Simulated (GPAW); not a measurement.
# Work function of 1T-TiO2 monolayer at several levels, part 2 of 2

Wanted: work functions and dipole of 1T-TiO2 monolayer, with the cost of each level. Where a layer proves gapped, the work function hangs on where the smearing puts the Fermi level, and the band edges take its place.

GPAW 26.7.0; GPAW, PAW setups; layer in a repeated cell with vacuum, relaxation of atoms and in-plane cell (the session's first sound run).

So far, upper work function (eV): step 3 (the slab's potential, PBE, GPAW) 7.32; step 6 (GPAW, PAW setups) 7.62; step 7 (revPBE) 7.22; step 8 (RPBE) 7.19; step 9 (mode fd, grid spacing 0.18 Å, PBE, GPAW) 7.34.

## Step 10: Atomic orbitals: mode = "lcao"

Atom-centred orbitals end a few angstrom from the surface, which tests how much the density's tail matters.

Contents of run.py:

```python
import json
import numpy as np
from ase import Atoms
from gpaw import GPAW

slab = Atoms(
    ['O', 'Ti', 'O'],
    positions=[
        [1.47888, 0.85383, 7.00000],
        [0.00000, 0.00000, 7.98329],
        [0.00000, 1.70767, 8.96657]],
    cell=[[2.95776, 0.0, 0.0], [-1.47888, 2.5615, 0.0], [0.0, 0.0, 15.9666]],
    pbc=[True, True, False])

slab.calc = GPAW(mode='lcao', basis='dzp', h=0.18, xc='PBE', kpts={'size': (12, 12, 1), 'gamma': True},
                 occupations={'name': 'fermi-dirac', 'width': 0.05}, nbands='120%',
                 convergence={'density': 1e-05}, maxiter=200,
                 poissonsolver={'dipolelayer': 'xy'},
                 symmetry={'tolerance': 1e-3}, txt='slab.txt')
result = {}
energy = slab.get_potential_energy()
fermi = slab.calc.get_fermi_level()
v = slab.calc.get_electrostatic_potential().mean((0, 1)) - fermi
n = slab.calc.get_pseudo_density().mean((0, 1))
L = slab.cell[2, 2]
z = np.arange(len(v)) * L / len(v)
low, high = slab.positions[:, 2].min(), slab.positions[:, 2].max()
below, above = np.interp([low - 4.8, high + 4.8], z, v)
slopes = [np.interp(x, z, np.gradient(v, z)) for x in (low - 4.8, high + 4.8)]
eps = np.array([[slab.calc.get_eigenvalues(k, s) for k in range(len(slab.calc.get_ibz_k_points()))]
                for s in range(slab.calc.get_number_of_spins())]) - fermi
top, bottom = eps[eps < 0].max(), eps[eps > 0].min()
dipole = slab.get_dipole_moment()[2]
print(f'energy {energy:.4f} eV, Fermi level {fermi:.4f} eV, dipole {dipole:.5f} e A')
print(f'potential 4.8 A off the faces, from the Fermi level: lower {below:.4f} eV, upper {above:.4f} eV')
print(f'slope of the potential there: lower {slopes[0]:.5f}, upper {slopes[1]:.5f} eV/A')
print(f'nearest levels on the mesh: {top:.4f} and {bottom:.4f} eV')
print('magnetic moment', round(slab.get_magnetic_moment(), 3))
result.update(energy=energy, fermi=fermi, dipole=dipole, below=below, above=above, slopes=slopes, edges=[top, bottom],
              z=z.tolist(), v=v.tolist(), n=n.tolist(), positions=slab.positions.tolist(),
              forces=slab.get_forces(apply_constraint=False).tolist(), moments=slab.get_magnetic_moments().tolist())
json.dump(result, open('result.json', 'w'))
```

Started as:

```
$ OMP_NUM_THREADS=1 OPENBLAS_NUM_THREADS=1 python run.py
```

Wall time 65 s (1 thread of Arm Neoverse V2, shared host); peak memory 0.23 GiB.

Numbers from this step:

```yaml
dipole_along_the_normal: -2.36e-4 e·Å
levels_nearest_the_fermi_level_on_the_mesh: -1.095, 1.582 eV from the Fermi level
upper_work_function: 7.441 eV
lower_work_function: 7.436 eV
upper_ionisation_energy: 8.537 eV
```

The highest filled level lies 1.10 eV under the Fermi level, so the ionisation energy from the upper face is 7.441 + 1.10 = 8.537 eV, against 8.428 eV in the base run.

## Step 11: All levels side by side

Times are for 1 thread of Arm Neoverse V2, shared host. Results by setting:

| no. | run | upper ionisation energy (eV) | time | memory (GiB) |
| --- | --- | --- | --- | --- |
| 1 | pw | 8.428 | 18 s | 0.18 |
| 2 | LDA | 8.767 | 16 s | 0.18 |
| 3 | vdW DF2 | 8.955 | 27 s | 0.3 |
| 4 | optPBE vdW | 8.695 | 26 s | 0.3 |
| 5 | revPBE | 8.296 | 18 s | 0.18 |
| 6 | RPBE | 8.290 | 18 s | 0.18 |
| 7 | fd | 8.428 | 48 s | 0.36 |
| 8 | lcao | 8.537 | 65 s | 0.23 |

## Step 12: Side by side

Results and costs are gathered.

This step: comparison of work functions, dipole and cost (GPAW 26.7.0).

Ladder, by row:

| step | code | work function, upper (eV) | work function, lower (eV) | dipole (e Å) | wall time (s) | peak memory (GiB) | threads |
| --- | --- | --- | --- | --- | --- | --- | --- |
| pw | GPAW | 7.317 | 7.311 | -2.32e-4 | 17.99 | 0.18 | 1 |
| LDA | GPAW | 7.658 | 7.652 | -2.32e-4 | 16.16 | 0.18 | 1 |
| vdW-DF2 | GPAW | 7.876 | 7.871 | -2.31e-4 | 26.96 | 0.3 | 1 |
| optPBE-vdW | GPAW | 7.617 | 7.612 | -2.32e-4 | 26.45 | 0.3 | 1 |
| revPBE | GPAW | 7.218 | 7.213 | -2.32e-4 | 18.18 | 0.18 | 1 |
| RPBE | GPAW | 7.185 | 7.18 | -2.32e-4 | 18.25 | 0.18 | 1 |
| fd | GPAW | 7.344 | 7.339 | -2.35e-4 | 47.55 | 0.36 | 1 |
| lcao | GPAW | 7.441 | 7.436 | -2.36e-4 | 64.54 | 0.23 | 1 |

## Step 13: A changed run

One more run, with changed settings.

This step: GPAW, PAW setups; slab in vacuum (GPAW 26.7.0).

Changes to run.py since step 10:

```diff
@@ -3,3 +3,4 @@
 from ase import Atoms
-from gpaw import GPAW
+from gpaw import GPAW, PW
+from gpaw.external import ConstantElectricField
 
@@ -14,6 +15,7 @@
 
-slab.calc = GPAW(mode='lcao', basis='dzp', h=0.18, xc='PBE', kpts={'size': (12, 12, 1), 'gamma': True},
-                 occupations={'name': 'fermi-dirac', 'width': 0.05}, nbands='120%',
-                 convergence={'density': 1e-05}, maxiter=200,
+slab.calc = GPAW(mode=PW(500), xc='PBE', kpts={'size': (12, 12, 1), 'gamma': True},
+                 occupations={'name': 'fermi-dirac', 'width': 0.05}, nbands='160%',
+                 convergence={'density': 1e-05}, maxiter=100,
                  poissonsolver={'dipolelayer': 'xy'},
+                 external=ConstantElectricField(1.5, [0, 0, 1]),
                  symmetry={'tolerance': 1e-3}, txt='slab.txt')
```

Wall time 75 s (1 thread); peak memory 0.3 GiB.

The run finished. A setting was moved off its sound value on purpose, so it serves as a test and not as the result.

The fault put into the input: a field far too strong (field = 1.5).

The two runs compared:

| quantity | this run | sound run | difference |
| --- | --- | --- | --- |
| dipole along the normal (e·Å) | 0.19233 | -2.319e-4 | 0.193 |

One result that differs is the dipole along the normal, 0.192 e·Å against -2.3e-4 e·Å.

## Step 14: Summary of results

```
work function, upper and lower face (Fermi level placed in the gap by the smearing) : 7.317 and 7.311 eV
ionisation energy from the upper face (highest filled level on the mesh)            : 8.43 eV
electron affinity from the upper face (lowest empty Kohn-Sham level on the mesh)    : 5.60 eV
dipole along the normal                                                             : -2.3e-4 e Å
```

What this shows: With plane waves and PBE the ionisation energy from the upper face is 8.43 eV and the Kohn-Sham electron affinity 5.60 eV. The levels nearest the Fermi level on the mesh lie 2.83 eV apart, so the slab is gapped there: the smearing puts the Fermi level inside the gap, and from either face the ionisation energy is the work function plus 1.1 eV. Both are Kohn-Sham levels on the mesh, and semilocal gaps are too small, so the affinity tends to come out too large and the ionisation energy too small. Work functions of a gapped slab move with the place of the Fermi level in the gap; over the runs without a planted fault the highest filled level on the mesh lies 8.29 (RPBE) to 8.95 eV (vdW-DF2) under the upper vacuum level. The small printed dipole stands for a step of 5.5 meV from the lower to the upper face, and the probes find 5.6 meV; values this small are near the numerical noise of both. The layer's cell and atoms come from the relaxation; spin-orbit coupling and temperature are left out.

[Logs are printed without paths, hosts, clocks, repeated set-up lines and the standing remarks that a program may print on its own settings, such as how far it seeks lower states.]

[Hosts, paths, dates, database ids (printed as entryN), source tags and the programs' standing remarks are cut or masked in the printed files.]
